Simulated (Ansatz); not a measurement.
# The MXene Zr3C2 with Br ends: bands and core levels, part 3 of 5

What would XPS and angle-resolved spectra of the MXene Zr3C2 with Br ends look like?

Ansatz 0.2.0; DFT, PBE, plane-wave PAW, default files, scalar-relativistic.

So far: The starting structure; Relaxing the atoms; Layer-resolved bands, DOS and potential.

## Step 3: Layer-resolved bands, DOS and potential (continued)

From the Fermi level. The planar mean, electrostatic potential by z:

z (Å), planar mean, electrostatic potential (eV) and a bar from the least value:
```
      0.0        4.0 ##############################
      0.5        4.0 ##############################
      1.0        4.0 ##############################
      1.5        4.0 ##############################
      2.0        4.0 ##############################
      2.5        4.0 ##############################
      3.0        4.0 ##############################
      3.5        4.0 ##############################
      4.0        4.0 ##############################
      4.5        4.0 ##############################
      5.0        3.9 ##############################
      5.5        3.8 ##############################
      6.0        3.1 #############################
      6.5       -0.7 ######################
      7.0      -10.6 ######
      7.5      -11.9 ####
      8.0       -4.4 ################
      8.5       -5.8 ##############
      9.0      -14.3 
      9.5      -14.4 
     10.0       -9.2 ########
     10.5       -7.5 ###########
     11.0       -5.8 ##############
     11.5      -13.5 #
     12.0      -13.5 #
     12.5       -5.8 ##############
     13.0       -7.5 ###########
     13.5       -9.2 ########
     14.0      -14.4 
     14.5      -14.3 
     15.0       -5.8 ##############
     15.5       -4.4 ################
     16.0      -11.9 ####
     16.5      -10.6 ######
     17.0       -0.7 ######################
     17.5        3.1 #############################
     18.0        3.8 ##############################
     18.5        3.9 ##############################
     19.0        4.0 ##############################
     19.5        4.0 ##############################
     20.0        4.0 ##############################
     20.5        4.0 ##############################
     21.0        4.0 ##############################
     21.5        4.0 ##############################
     22.0        4.0 ##############################
     22.5        4.0 ##############################
     23.0        4.0 ##############################
```

The intensity has structure finer than the step of the table below, so its rows give means over 1 eV, whole bins alone (the curve runs from -29.6 to 1.38 eV). Peaks (eV: height): Br K-beta valence -4.8: 100.0; Br K-beta valence, E along x -4.2: 95.6; Br K-beta valence, E along y -4.2: 95.6; Br K-beta valence, E along z -5.1: 119; Br L3-N1 -16.3: 99.9.

Shapes are the site's partial DOS without matrix elements, which overweights lines from ligand s bands. Intensity against emission energy less the core level's binding energy, zero at the Fermi level; means over each step; 7 of 10 lines; values in % of the unpolarised maximum:

```
emission energy less the core level's binding energy (eV)  Br K-beta valence  Br K-beta valence, E along x  Br K-beta valence, E along y  Br K-beta valence, E along z  Br L3-N1  Zr L-beta2     C K
                                                      -29              0.700                         0.649                         0.649                         0.802     0.529       0.807   0.293
                                                      -28              0.889                         0.811                         0.811                          1.04     0.752        1.40    1.43
                                                      -27              0.933                         0.861                         0.861                          1.08     0.835        1.64    2.05
                                                      -26              0.836                         0.793                         0.793                         0.922     0.823        1.15   0.613
                                                      -25              0.783                         0.759                         0.759                         0.829     0.945       0.776   0.168
                                                      -24              0.794                         0.780                         0.780                         0.820      1.17       0.655  0.0830
                                                      -23              0.845                         0.837                         0.837                         0.860      1.53       0.647  0.0535
                                                      -22              0.926                         0.922                         0.922                         0.932      2.11       0.698  0.0404
                                                      -21               1.03                          1.03                          1.03                          1.03      3.09       0.801  0.0340
                                                      -20               1.18                          1.18                          1.18                          1.16      4.97       0.979  0.0312
                                                      -19               1.36                          1.38                          1.38                          1.33      9.25        1.31  0.0308
                                                      -18               1.63                          1.66                          1.66                          1.55      22.1        2.06  0.0334
                                                      -17               1.98                          2.05                          2.05                          1.85      65.3        3.85  0.0569
                                                      -16               2.32                          2.38                          2.38                          2.19      85.0        4.94  0.0644
                                                      -15               2.64                          2.66                          2.66                          2.58      32.3        3.44  0.0436
                                                      -14               3.12                          3.12                          3.12                          3.13      12.1        2.97  0.0478
                                                      -13               3.88                          3.86                          3.86                          3.93      6.09        3.65  0.0576
                                                      -12               5.02                          4.97                          4.97                          5.12      3.76        5.90  0.0764
                                                      -11               6.80                          6.72                          6.72                          6.95      2.81        12.5   0.171
                                                      -10               9.66                          9.59                          9.59                          9.80      2.32        19.7   0.334
                                                       -9               14.7                          14.8                          14.8                          14.7      1.63        13.6   0.191
                                                       -8               25.1                          25.3                          25.3                          24.5      1.33        11.1   0.273
                                                       -7               46.9                          47.2                          47.2                          46.4      1.54        16.8   0.772
                                                       -6               79.3                          74.6                          74.6                          88.8      2.95        31.9    4.54
                                                       -5               98.4                          89.9                          89.9                           115      3.71        50.9    11.7
                                                       -4               92.1                          93.8                          93.8                          88.5      2.09        74.1    24.5
                                                       -3               69.1                          75.1                          75.1                          56.9      1.28        96.1    83.0
                                                       -2               42.2                          46.6                          46.6                          33.4     0.782        69.7    21.1
                                                       -1               24.3                          26.6                          26.6                          19.6     0.507        48.6    4.54
                                                        0               14.8                          15.9                          15.9                          12.4     0.398        31.3    1.69
```

Window up to 2.3 eV. Shell moments, by row:

```
element  shell  occupied states an atom  centre of occupied part (eV)  rms width of occupied part (eV)  centre up to the window's top (eV)  rms width up to the window's top (eV)
     Br     4s                    1.851                        -15.89                            2.351                              -15.72                                  2.919
     Br     4p                     5.27                        -4.693                            1.943                              -4.382                                   2.32
     Zr     5s                   0.4972                        -9.509                            5.762                              -9.065                                   6.04
     Zr     4p                    5.831                        -27.22                           0.3849                              -27.22                                 0.3849
     Zr    5p*                   0.2187                        -5.386                            3.661                              -3.351                                  4.391
     Zr     4d                    2.909                          -4.3                            3.916                              -1.967                                   4.11
      C     2s                    1.327                        -10.29                            3.256                              -10.21                                  3.377
      C     2p                    3.372                        -3.993                            4.359                              -3.542                                  4.419
```

Broadened DOS, unweighted empty DOS against E, zero at the Fermi level; read off at these points:

E (eV), broadened DOS, unweighted empty DOS (states/eV/cell) and a bar:
```
    -0.93       0.00 
    -0.82       0.00 
    -0.72       0.00 
    -0.62       0.00 
    -0.53       0.02 
    -0.42       0.06 
    -0.33       0.15 #
    -0.23       0.32 ##
    -0.12       0.58 ###
    -0.03       0.89 #####
     0.07       1.16 #######
     0.17       1.33 ########
     0.28       1.38 ########
     0.38       1.40 ########
     0.47       1.48 #########
     0.57       1.69 ##########
     0.68       2.04 ############
     0.78       2.49 ###############
     0.88       3.00 ##################
     0.97       3.54 #####################
     1.07       4.08 ########################
     1.18       4.55 ###########################
     1.27       4.90 #############################
     1.38       5.07 ##############################
     1.48       5.06 ##############################
     1.57       4.90 #############################
     1.68       4.66 ############################
```

Recipe: projected DOS times atomic cross section and asymmetry factor (linear light, 30° from the polarisation), occupied states only, Fermi edge at 300 K, a Lorentzian width of 0.1 eV growing by 0.03 eV per eV of binding energy, and a resolution of 0.45 eV. Each atom is damped by exp[−depth/(λ cos θ)], θ = 30° from the normal, λ from the universal curve. Curves are cut 10 eV under the photon energy, above any shell that the free atom's threshold puts out of reach, or at the lower edge of the window: 29.6 eV at 40.8 eV, 29.6 eV at 250 eV, 29.6 eV at 1486.7 eV and 29.6 eV at 5950 eV. A star in tables and legends marks shells that hold the states left over by the projection (0.4 % of the filled ones), a stand-in for orbitals that the files don't project on. Matrix elements of the solid and inelastic losses aren't modelled, nor non-dipole terms, which matter above 3 keV.

Share of each shell in the spectrum's area (%), by photon energy:

```
shell  40.8 eV  250 eV  1486.7 eV  5950 eV
Br 4s      1.1     9.0        8.8     17.4
Br 4p      9.1    15.5       15.6     12.3
Zr 4p     53.3    46.6       66.1     66.4
Zr 4d     17.5    19.2        7.1      1.6
 C 2s      4.4     6.8        1.5      0.8
 C 2p     14.4     2.1        0.1      0.0
```

Regions along c: top from 13.6 to 20.0 Å, middle from 10.5 to 13.0 Å.

States with weight above 0.08 nearest the zero at K of the zone, within the window kept, -6.6 to 2.6 eV (levels that the program groups as degenerate share a row):

```
E (eV)  weight, total  weight, top  weight, middle
 -4.83           1.00         0.47            0.02
 -4.80           1.00         0.49            0.00
 -4.38           1.00         0.17            0.28
 -3.30           2.00         0.18            1.03
 -3.12           1.00         0.19            0.21
 -2.71           2.00         0.44            0.90
  0.86           2.00         0.61            0.49
  0.94           1.00         0.30            0.25
  1.45           1.00         0.42            0.04
  1.91           2.00         0.77            0.19
```

States with weight above 0.08 nearest the zero at Γ of the zone, within the window kept, -6.6 to 2.6 eV (levels that the program groups as degenerate share a row):

```
E (eV)  weight, total  weight, top  weight, middle
 -3.85           2.00         0.48            0.54
 -3.33           2.00         0.80            0.12
 -2.47           1.00         0.30            0.30
 -2.39           2.00         0.78            0.29
 -1.76           2.00         0.67            0.22
  0.05           2.00         0.45            0.86
  0.79           1.00         0.18            0.48
  1.26           2.00         0.79            0.11
  2.02           1.00         0.28            0.30
  2.19           2.00         0.51            0.86
```

States with weight above 0.08 nearest the zero at M of the zone, within the window kept, -6.6 to 2.6 eV (levels that the program groups as degenerate share a row):

```
E (eV)  weight, total  weight, top  weight, middle
 -4.42           1.00         0.33            0.20
 -3.95           1.00         0.38            0.12
 -3.79           1.00         0.47            0.02
 -3.29           1.00         0.24            0.20
 -2.92           1.00         0.21            0.44
 -2.90           1.00         0.23            0.30
 -2.78           1.00         0.21            0.45
 -2.14           1.00         0.18            0.50
 -1.96           1.00         0.18            0.24
  1.17           1.00         0.27            0.27
```

The largest force component on a free atom is 0.001 eV/Å, so the atoms are at rest for these settings too. At the Fermi level the DOS is 2.02 states/eV a cell, and on the broadened curves Zr 4d holds 80 % of the total there.

(Continued in part 4 of 5.)

[Logs are printed without paths, hosts, clocks, repeated set-up lines and the standing remarks that a program may print on its own settings, such as how far it seeks lower states.]

[Hosts, paths, dates, database ids (printed as entryN), source tags and the programs' standing remarks are cut or masked in the printed files.]

[Maps of the electrostatic potential energy from Ansatz leave out the sawtooth potential of an applied field or a dipole correction, so their vacuum need not be flat; work functions include it.]
